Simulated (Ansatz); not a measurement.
# What Sc3B (built on the sites of a database entry of La3In) distorts into, part 2 of 2

Wanted: the energy along a soft mode of Sc3B (built on the sites of a database entry of La3In) and the structure at the end.

Ansatz 0.2.0; DFT PBEsol, scalar-relativistic, plane waves, PAW.

So far, highest frequency on the path or at a solved wavevector (cm⁻¹): step 2 (the dispersion) 369. Also lowest frequency on the path (cm⁻¹): step 2 -90.7.

The structure was built from a prototype and need not be the compound's stable phase.

## Step 6: Relaxation from the frozen mode

Starting from the lowest point found, all atoms and the cell are let go, so that strain and other modes of the same symmetry can join in.

Input file input.yaml:

```yaml
crystal:
  lattice:
    - [4.0584555828, 0.0, 0.0]
    - [0.0, 4.0584555828, 0.0]
    - [0.0, 0.0, 8.1169111655]
  atoms:
    - { symbol: Sc, position: [0.0, 0.5, 0.2327520596] }
    - { symbol: Sc, position: [0.0, 0.5, 0.7672479404] }
    - { symbol: Sc, position: [0.5, 0.0, 0.2672479404] }
    - { symbol: Sc, position: [0.5, 0.0, 0.7327520596] }
    - { symbol: Sc, position: [0.5, 0.5, 0.5] }
    - { symbol: Sc, position: [0.5, 0.5, 0.0] }
    - { symbol: B, position: [0.0, 0.0, 0.0] }
    - { symbol: B, position: [0.0, 0.0, 0.5] }
kpoints:
  mp_grid: { grid: [8, 8, 4] }
hamiltonian:
  xc: pbesol
scf:
  occupations: { method: methfessel_paxton, width: 0.15 }
output:
  forces: true
  stress: true
  eigenvalues: true
relax:
  adjacent_minimum: "off"
  f_tol: 0.002
  max_steps: 120
  cell: { stress_tol: 0.03 }
```

Started as:

```sh
$ ansatz run input.yaml --threads 8 --pin off --max-ram 14336MiB --backend cpu --events-out ev --progress --plain --runs-dir out
```

Numbers of over 12 decimals in the logs are rounded to 6 here.

Log:

```text
[...]
Crystal: 8 atoms, lattice volume = 133.694 Å³
Basis set: ecut = 420 eV, 2587 PW (Γ), exchange–correlation on 60×60×120 points (8 copies of the dense FFT grid, shifted against one another)
Bands: 44, of which v1, the nominal top of the filled ones, is band 36 counted from 1 (35 counted from 0)
Symmetry: 16 space group operations
[...]
k-points: 45 of 256
[...]
SCF iter   1: F=—  HF=-12971.982379 eV  |F-HF|=—  |Δ(HF+E_count)|=         —  Δρ=6.42e-3  dr2=6.47e-2  ethr=1.77e-3  ⟨swp⟩=5.6  Hψ=7773  notcnv=0
[...]
SCF iter   7: F=-12971.964647 eV  HF=-12971.964647 eV  |F-HF|=1.61e-9  |Δ(HF+E_count)|=   4.93e-8  S|Δr|=    0.00e0  Δρ=1.85e-6  dr2=3.83e-9  ethr=1.39e-10  ⟨swp⟩=4.0  Hψ=5566  notcnv=0
SCF 1 converged in 7 iterations: F = -12971.964647 eV  dr2 = 3.83e-9
[...]
relax step   1: F+E_penalty+E_count = -12971.96464736 eV  Δ(F+E_penalty+E_count) = +0.000e0 eV  max|allowed force component| = 2.207e-2 eV/Å  Δτ_max = 0.0000 Å  P = +0.088 GPa  Ω = 133.694 Å³  (7 SCF iters, dr2 threshold 1.00e-7 eV, accepted)
Crystal: 8 atoms, lattice volume = 134.176 Å³
Basis set: ecut = 420 eV, 2635 PW (Γ), exchange–correlation on 60×60×120 points (8 copies of the dense FFT grid, shifted against one another)
[...]
SCF iter   5: F=-12971.970474 eV  HF=-12971.970474 eV  |F-HF|=7.90e-9  |Δ(HF+E_count)|=   2.03e-7  S|Δr|=    0.00e0  Δρ=5.31e-6  dr2=2.91e-8  ethr=1.11e-9  ⟨swp⟩=5.4  Hψ=6705  notcnv=0
SCF 2 converged in 5 iterations: F = -12971.970474 eV  dr2 = 2.91e-8
relax step   2: F+E_penalty+E_count = -12971.97047441 eV  Δ(F+E_penalty+E_count) = -5.827e-3 eV  max|allowed force component| = 7.814e-2 eV/Å  Δτ_max = 0.0133 Å  P = -0.199 GPa  Ω = 134.176 Å³  energy of the carried Pulay correction = -1.216e-4 eV  (5 SCF iters, dr2 threshold 8.00e-7 eV, accepted)
Crystal: 8 atoms, lattice volume = 134.162 Å³
[...]
SCF iter   4: F=-12971.973760 eV  HF=-12971.973761 eV  |F-HF|=2.72e-7  |Δ(HF+E_count)|=   6.06e-6  S|Δr|=    0.00e0  Δρ=1.72e-5  dr2=5.70e-7  ethr=1.11e-9  ⟨swp⟩=4.0  Hψ=7353  notcnv=0
SCF 3 converged in 4 iterations: F = -12971.973760 eV  dr2 = 5.70e-7
relax step   3: F+E_penalty+E_count = -12971.97376047 eV  Δ(F+E_penalty+E_count) = -3.286e-3 eV  max|allowed force component| = 6.470e-2 eV/Å  Δτ_max = 0.0100 Å  P = -0.168 GPa  Ω = 134.162 Å³  energy of the carried Pulay correction = -1.182e-4 eV  (4 SCF iters, dr2 threshold 8.00e-7 eV, accepted)
[...]
relax step   4: F+E_penalty+E_count = -12971.98199781 eV  Δ(F+E_penalty+E_count) = -8.237e-3 eV  max|allowed force component| = 3.433e-2 eV/Å  Δτ_max = 0.0733 Å  P = +0.637 GPa  Ω = 133.096 Å³  energy of the carried Pulay correction = +1.516e-4 eV  (6 SCF iters, dr2 threshold 2.62e-7 eV, accepted)
[...]
relax step   5: F+E_penalty+E_count = -12971.98419546 eV  Δ(F+E_penalty+E_count) = -2.198e-3 eV  max|allowed force component| = 1.651e-3 eV/Å  Δτ_max = 0.0066 Å  P = -0.093 GPa  Ω = 134.285 Å³  energy of the carried Pulay correction = -1.491e-4 eV  (4 SCF iters, dr2 threshold 8.00e-7 eV, accepted)
[...]
relax step   6: F+E_penalty+E_count = -12971.98428747 eV  Δ(F+E_penalty+E_count) = -9.201e-5 eV  max|allowed force component| = 7.890e-4 eV/Å  Δτ_max = 0.0011 Å  P = +0.003 GPa  Ω = 134.116 Å³  energy of the carried Pulay correction = -1.065e-4 eV  (4 SCF iters, dr2 threshold 2.30e-8 eV, accepted)
Basis set: ecut = 420 eV, 2627 PW (Γ), exchange–correlation on 54×54×120 points (8 copies of the dense FFT grid, shifted against one another)
[...]
SCF iter   5: F=-12971.984552 eV  HF=-12971.984552 eV  |F-HF|=3.64e-12  |Δ(HF+E_count)|=  1.27e-11  S|Δr|=    0.00e0  Δρ=5.26e-8  dr2=5.12e-12  ethr=1.00e-12  ⟨swp⟩=5.2  Hψ=7792  notcnv=0
SCF 7 converged in 5 iterations: F = -12971.984552 eV  dr2 = 5.12e-12
relax step   7: F+E_penalty+E_count = -12971.98455170 eV  Δ(F+E_penalty+E_count) = -2.642e-4 eV  max|allowed force component| = 8.383e-4 eV/Å  Δτ_max = 0.0000 Å  P = +0.004 GPa  Ω = 134.116 Å³  stress off target by 1.04e-2 GPa  SCF on the basis re-selected at this cell (its energy is not comparable with the rows above)  (5 SCF iters)
basis re-selected at this cell: Δ(F+E_penalty+E_count) = -2.642e-4 eV, ΔP = +0.001 GPa vs the last step (what re-selecting the basis moved, of the pressure what is left beyond the Pulay correction that the steps carried, after the strain that the cell walked since its last selection, with what the two solves' SCF thresholds leave and, on support functions, any second-order correction that the steps lacked; it is no measure of the basis error at this ecutwfc). The dense FFT grid was sized anew with the basis: this SCF ran on 27×27×60 points, the steps before it on 30×30×60, so part of this shift can come from that change (see relax.cell in the input reference). [rest of the remark cut]
SCF converged after 5 iterations
[...]
Free energy (F): -12971.984552 eV
[...]
Internal energy: -12971.987421 eV  (E = F + TS)
E sigma→0 (E₀):  -12971.985269 eV
Entropy (-TS):   0.002869 eV (0.359 meV/atom)
Fermi energy:    11.473838 eV
[...]
--- Forces (eV/Å), atoms counted from 1 ---
  atom   1  Sc     0.00000000     0.00000000    -0.00083826
  atom   2  Sc     0.00000000     0.00000000     0.00083826
  atom   3  Sc    -0.00000000     0.00000000     0.00083826
  atom   4  Sc    -0.00000000     0.00000000    -0.00083826
  atom   5  Sc     0.00000000     0.00000000     0.00000000
  atom   6  Sc     0.00000000     0.00000000     0.00000000
  atom   7  B      0.00000000    -0.00000000     0.00000000
  atom   8  B      0.00000000    -0.00000000     0.00000000
  max |Σ_I F_I| component: 2.08e-17 eV/Å
--- Stress (GPa, compression-positive) ---
        0.001153       0.000000       0.000000
        0.000000       0.001153       0.000000
        0.000000       0.000000       0.010447
  P = ⅓ Tr σ = 0.0043 GPa (0.043 kbar)
--- Band table (eV; the first three rows and the last of 45) ---
  k-point 0: bands = [... 32 lower, 10.5499, 10.9907, 10.9907, 11.0438, 11.4115, 11.5538, 12.0467, 12.0467, ... 4 higher]
  k-point 1: bands = [... 32 lower, 10.6127, 10.9772, 10.9772, 11.1029, 11.3055, 11.4570, 12.0271, 12.0271, ... 4 higher]
  k-point 2: bands = [... 32 lower, 10.9549, 10.9549, 10.9572, 10.9572, 11.2625, 11.2625, 12.0296, 12.0296, ... 4 higher]
  k-point 44: bands = [... 32 lower, 10.4460, 10.4460, 11.0536, 11.0536, 11.6314, 11.6314, 11.9740, 11.9740, ... 4 higher]
--- Relaxed structure (6 steps of the walk, 6 accepted, 1 SCFs on fresh bases) ---
  F+E_penalty+E_count = -12971.98455170 eV   max|allowed force component| = 8.383e-4 eV/Å   (the final SCF, on the basis selected at the relaxed cell)
  cell:  # Å, volume = 134.1163 Å³
    - [4.008608, 0, 0.0]
    - [0, 4.008608, 0.0]
    - [0.0, 0.0, 8.346310]
  atoms:
    - { symbol: Sc, position: [0, 0.500000, 0.221810] }
    - { symbol: Sc, position: [0, 0.500000, 0.778190] }
    - { symbol: Sc, position: [0.500000, 0, 0.278190] }
    - { symbol: Sc, position: [0.500000, 0, 0.721810] }
    - { symbol: Sc, position: [0.500000, 0.500000, 0.500000] }
    - { symbol: Sc, position: [0.500000, 0.500000, 0.0] }
    - { symbol: B, position: [0, 0, 0.0] }
    - { symbol: B, position: [0, 0, 0.500000] }
```

The job ended after 15 s (8 threads of Arm Neoverse V2, shared host; peak memory 0.76 GiB; 1.8 min of CPU time).

The steps of the relaxation:

```tsv
step	energy less that of the first step (eV)	largest force component (eV/Å)	pressure (GPa)	volume (Å³)
1	0.0000	0.0221	0.09	133.69
2	-0.0058	0.0781	-0.20	134.18
3	-0.0091	0.0647	-0.17	134.16
4	-0.0174	0.0343	0.64	133.10
5	-0.0195	0.0017	-0.09	134.29
6	-0.0196	0.0008	0.00	134.12
7*	-0.0199	0.0008	0.00	134.12
```

Relaxation steps marked * repeat the geometry before them on a plane-wave basis chosen anew for their cell, so energy and pressure can jump there.

The run keeps the 16 symmetry operations that it works with, so distortions that break them were not tested.

```tsv
conventional cell, symmetrised	before	after	change
a (Å)	4.058	4.009	-1.2 %
b (Å)	4.058	4.009	-1.2 %
c (Å)	8.117	8.346	+2.8 %
volume (Å³/atom)	16.71	16.76	+0.3 %
```

The atoms that moved most (Å, as changes of fractional coordinates times the final cell):

```tsv
atom	dx	dy	dz	length
Sc1	0.000	0.000	-0.091	0.091
Sc3	0.000	0.000	0.091	0.091
Sc4	0.000	0.000	-0.091	0.091
Sc2	0.000	0.000	0.091	0.091
```

Numbers from this step:

| Quantity | Value |
| --- | --- |
| pressure | 0.004251 GPa |
| volume per atom | 16.76 Å³ |

The distorted start has space group P4_2/mmc; the relaxation ends in P4_2/mmc.

## Step 7: The new phase in its own primitive cell

The relaxed structure is symmetrised, reduced to its primitive cell and relaxed tightly, as its phonons need.

input.yaml, the sections that differ from step 6:

```yaml
crystal:
  lattice:
    - [4.0086075347, 0.0, 0.0]
    - [0.0, 4.0086075347, 0.0]
    - [0.0, 0.0, 8.3463098514]
  atoms:
    - { symbol: Sc, position: [0.0, 0.5, 0.2218104133] }
    - { symbol: Sc, position: [0.0, 0.5, 0.7781895867] }
    - { symbol: Sc, position: [0.5, 0.0, 0.2781895867] }
    - { symbol: Sc, position: [0.5, 0.0, 0.7218104133] }
    - { symbol: Sc, position: [0.5, 0.5, 0.5] }
    - { symbol: Sc, position: [0.5, 0.5, 0.0] }
    - { symbol: B, position: [0.0, 0.0, 0.0] }
    - { symbol: B, position: [0.0, 0.0, 0.5] }
relax:
  adjacent_minimum: "off"
  f_tol: 0.001
  max_steps: 60
  cell: { stress_tol: 0.01 }
# kpoints, hamiltonian, scf, output: as in step 6
```

Log:

```text
[...]
Crystal: 8 atoms, lattice volume = 134.116 Å³
Basis set: ecut = 420 eV, 2627 PW (Γ), exchange–correlation on 54×54×120 points (8 copies of the dense FFT grid, shifted against one another)
Bands: 44, of which v1, the nominal top of the filled ones, is band 36 counted from 1 (35 counted from 0)
Symmetry: 16 space group operations
[...]
k-points: 45 of 256
[...]
cell:  # Å, volume = 134.1324 Å³
    - [4.008370, 0, 0.0]
    - [0, 4.008370, 0.0]
    - [0.0, 0.0, 8.348301]
  atoms:
    - { symbol: Sc, position: [0, 0.5, 0.221751] }
    - { symbol: Sc, position: [0, 0.5, 0.778249] }
    - { symbol: Sc, position: [0.5, 0, 0.278249] }
    - { symbol: Sc, position: [0.5, 0, 0.721751] }
    - { symbol: Sc, position: [0.5, 0.5, 0.5] }
    - { symbol: Sc, position: [0.5, 0.5, 0] }
    - { symbol: B, position: [0, 0, 0] }
    - { symbol: B, position: [0, 0, 0.5] }
[key lines of the parts left out:]
SCF converged after 6 iterations
Free energy (F): -12971.984555 eV
Fermi energy:    11.471789 eV
P = ⅓ Tr σ = -0.0044 GPa (-0.044 kbar)
```

Elapsed: 8.3 s, on 8 threads; peak memory 0.76 GiB.

Little changed from the start: no atom moved by 0.005 Å and no cell edge by 0.1 %.

This step gave:

| Item | Value |
| --- | --- |
| pressure | -0.004378 GPa |
| volume per atom | 16.77 Å³ |

The largest force component left is 0.50 meV/Å and the pressure is -0.004 GPa, within the tolerances set. The cell now holds 16.77 Å³/atom.

## Step 8: Modes of the new phase, k-mesh 8×8×4

A relaxed structure may still be a saddle point, so its zone-centre modes are computed. No field response is asked, since the mesh shows no gap.

Input file input.yaml:

```yaml
crystal:
  lattice:
    - [4.0083695792, 0.0, 0.0]
    - [0.0, 4.0083695792, 0.0]
    - [0.0, 0.0, 8.3483011927]
  atoms:
    - { symbol: Sc, position: [0.0, 0.5, 0.2217506294] }
    - { symbol: Sc, position: [0.0, 0.5, 0.7782493706] }
    - { symbol: Sc, position: [0.5, 0.0, 0.2782493706] }
    - { symbol: Sc, position: [0.5, 0.0, 0.7217506294] }
    - { symbol: Sc, position: [0.5, 0.5, 0.5] }
    - { symbol: Sc, position: [0.5, 0.5, 0.0] }
    - { symbol: B, position: [0.0, 0.0, 0.0] }
    - { symbol: B, position: [0.0, 0.0, 0.5] }
kpoints:
  mp_grid: { grid: [8, 8, 4] }
hamiltonian:
  xc: pbesol
scf:
  occupations: { method: methfessel_paxton, width: 0.15 }
output:
  eigenvalues: true
phonons:
  method: dfpt
```

Log:

```text
zone centre: on kpoints.mp_grid the ground state, and the responses unless they are solved on pairs of k-points, stand on 75 of the mesh's 256 k-points, reduced under 4 symmetry operations, with k and −k counted as one. Each operation leaves every solved displacement unchanged or reverses it
[...]
Crystal: 8 atoms, lattice volume = 134.132 Å³
Basis set: ecut = 420 eV, 2627 PW (Γ), exchange–correlation on 54×54×120 points (8 copies of the dense FFT grid, shifted against one another)
Bands: 44, of which v1, the nominal top of the filled ones, is band 36 counted from 1 (35 counted from 0)
Symmetry: 16 space group operations
k-points: 75 of 256 (irreducible under 4 space group operations, time reversal used)
[...]
SCF iter   1: F=—  HF=-12972.001437 eV  |F-HF|=—  |Δ(HF+E_count)|=         —  Δρ=6.42e-3  dr2=5.76e-2  ethr=1.77e-3  ⟨swp⟩=5.6  Hψ=13148  notcnv=0
[...]
SCF iter  10: F=-12971.984555 eV  HF=-12971.984555 eV  |F-HF|=0.00e0  |Δ(HF+E_count)|=    0.00e0  S|Δr|=    0.00e0  Δρ=1.48e-8  dr2=3.49e-13  ethr=1.00e-12  ⟨swp⟩=8.1  Hψ=11585  notcnv=0
SCF 1 converged in 10 iterations: F = -12971.984555 eV  dr2 = 3.49e-13
[...]
DFPT response loops at Γ: preconditioner auto → Kerker (q_TF=auto, 2.460 Å⁻¹) (partly filled bands, converged f_vac=0.000); β = 1.00, the filter's whole step (`scf.mixing.beta` (0.50) is not read by the response loops under this deck's `scf.mixing.preconditioner`; to damp them name `kerker` or `kerker_dos`, under which they read `scf.mixing.beta`, and type it under 1.00, their step now; both keys bind the ground state too); Broyden in place of MSR1
SCF converged after 10 iterations
[...]
Free energy (F): -12971.984555 eV
[...]
Internal energy: -12971.987389 eV  (E = F + TS)
E sigma→0 (E₀):  -12971.985264 eV
Entropy (-TS):   0.002834 eV (0.354 meV/atom)
Fermi energy:    11.471789 eV
[...]
--- Band table (eV; the first three rows and the last of 75) ---
  k-point 0: bands = [... 32 lower, 10.5480, 10.9897, 10.9897, 11.0433, 11.4070, 11.5529, 12.0456, 12.0456, ... 4 higher]
  k-point 1: bands = [... 32 lower, 10.6108, 10.9766, 10.9766, 11.1024, 11.3021, 11.4562, 12.0257, 12.0257, ... 4 higher]
  k-point 2: bands = [... 32 lower, 10.9548, 10.9548, 10.9548, 10.9548, 11.2619, 11.2619, 12.0275, 12.0275, ... 4 higher]
  k-point 74: bands = [... 32 lower, 10.4448, 10.4448, 11.0513, 11.0513, 11.6307, 11.6307, 11.9718, 11.9718, ... 4 higher]
--- Phonons (Γ-DFPT): 9 representative perturbations + reference, on 75 of 256 k-points (Σ response iterations 30) ---
  k mesh reduced under 4 symmetry operations, with k and −k counted as one. Each operation leaves every solved displacement unchanged or reverses it
  ASR residual: 2.000e-5 → 0.000e0 eV/Å²; symmetrization residual: 1.754e-6 eV/Å²
  ASR residual per site (eV/Å²): 2.00e-5 2.00e-5 2.00e-5 2.00e-5 1.63e-5 1.63e-5 1.49e-6 1.49e-6
  Γ frequencies (cm⁻¹): 0.00 0.00 0.00 89.10 89.10 112.58 112.58 149.47 149.75 149.75 151.44 167.87 184.41 217.35 217.35 222.71 259.80 259.80 277.27 277.27 292.98 307.33 335.35 335.35
  non-analytic LO–TO correction: not included (Born effective charges unavailable; polar crystals: no LO–TO splitting at Γ)
```

It took 76 s on 8 threads; peak memory 2 GiB.

This step gave:

* sum-rule residual before enforcement: 2.00e-5 eV/Å²
* point group: 4/mmm
* highest optical mode at the zone centre (no LO-TO term): 335.4 cm⁻¹
* lowest optical zone-centre mode: 89.1 cm⁻¹

Patterns of degenerate modes are one choice out of their space. The modes at Γ (shares of kinetic energy by element, %):

```tsv
mode	frequency (cm⁻¹)	symmetry	Sc %	B %
1	0.0	acoustic	93	7
2	0.0	acoustic	93	7
3	0.0	acoustic	93	7
4	89.1	Eu	100	0
5	89.1	Eu	100	0
6	112.6	Eg	100	0
7	112.6	Eg	100	0
8	149.5	A1g	100	0
9	149.8	Eu	65	35
10	149.8	Eu	65	35
11	151.4	B2u	87	13
12	167.9	A2u	26	74
13	184.4	B1g	100	0
14	217.3	Eu	50	50
15	217.3	Eu	50	50
16	222.7	B2u	100	0
17	259.8	Eu	6	94
18	259.8	Eu	6	94
19	277.3	Eg	100	0
20	277.3	Eg	100	0
21	293.0	B2u	13	87
22	307.3	A2u	81	19
23	335.4	Eu	88	12
24	335.4	Eu	88	12
```

Displacements in mode 4 (89.1 cm⁻¹), the largest set to 1:
```
Sc1  0.01 -0.36  0.00
Sc2  0.01 -0.36  0.00
Sc3  0.04 -0.05  0.00
Sc4  0.04 -0.05  0.00
Sc5 -0.12 -0.21  0.00
Sc6  0.03  1.00  0.00
B7  -0.01  0.05  0.00
B8  -0.01  0.08  0.00
```

Displacements in mode 14 (217.3 cm⁻¹), the largest set to 1:
```
Sc1  0.00 -0.06  0.00
Sc2  0.00 -0.06  0.00
Sc3  0.00 -0.06  0.00
Sc4  0.00 -0.06  0.00
Sc5  0.00  0.51  0.00
Sc6  0.00  0.08  0.00
B7  -0.01 -0.43  0.00
B8   0.00 -1.00  0.00
```

Before it was imposed, the acoustic sum rule was missed by 2.0e-5 eV/Å². Small misses are needed for a sound result but don't prove that mesh and cutoff are converged. The lowest optical mode is real, 89.1 cm⁻¹.

## Step 9: Summary of results

```
unstable mode of the parent                                                      : q = (0, 0, -0.5), 91i cm⁻¹
depth at the lowest point sampled                                                : 2.52 meV/atom
largest atomic shift at that point                                               : 0.14 Å
space group reached (within 0.01 Å)                                              : P4_2/mmc
energy gained over the parent (first relaxation, on the mesh of the frozen mode) : 4.92 meV/atom
volume per atom, phase reached                                                   : 16.8 Å³
lowest optical zone-centre mode, phase reached                                   : 89.1 cm⁻¹
highest optical mode at the zone centre (no LO-TO term), phase reached           : 335 cm⁻¹
```

Along this mode the structure falls into P4_2/mmc, 4.92 meV/atom below the parent. At the parent's cell the well is 2.521 meV/atom deep on the steps tried, with its lowest point at a shift of 0.14 Å. Relaxing atoms and cell changes the gain by +2.40 meV/atom against the lowest step (energies at zero smearing). The new phase has no imaginary mode at the zone centre of its cell; other wavevectors were not checked. Of the 2 patterns followed to their end from this parent, this one ends 101 meV/atom above the lowest, P4/mbm. Each path keeps the symmetry of its pattern, so a lower phase may lie along a pattern not tried. The q mesh stands for a supercell only 8.1 Å across, so branches between the solved wavevectors are rough. With no gap, or one that is small against the smearing, the frequencies hang on the k mesh and the smearing, most of all near Kohn anomalies. The starting cell was built on a prototype and not taken from a measurement, so the phase need not exist.

[Logs are printed without paths, hosts, clocks, repeated set-up lines and the standing remarks that a program may print on its own settings, such as how far it seeks lower states.]

[Hosts, paths, dates, database ids (printed as entryN), source tags and the programs' standing remarks are cut or masked in the printed files.]
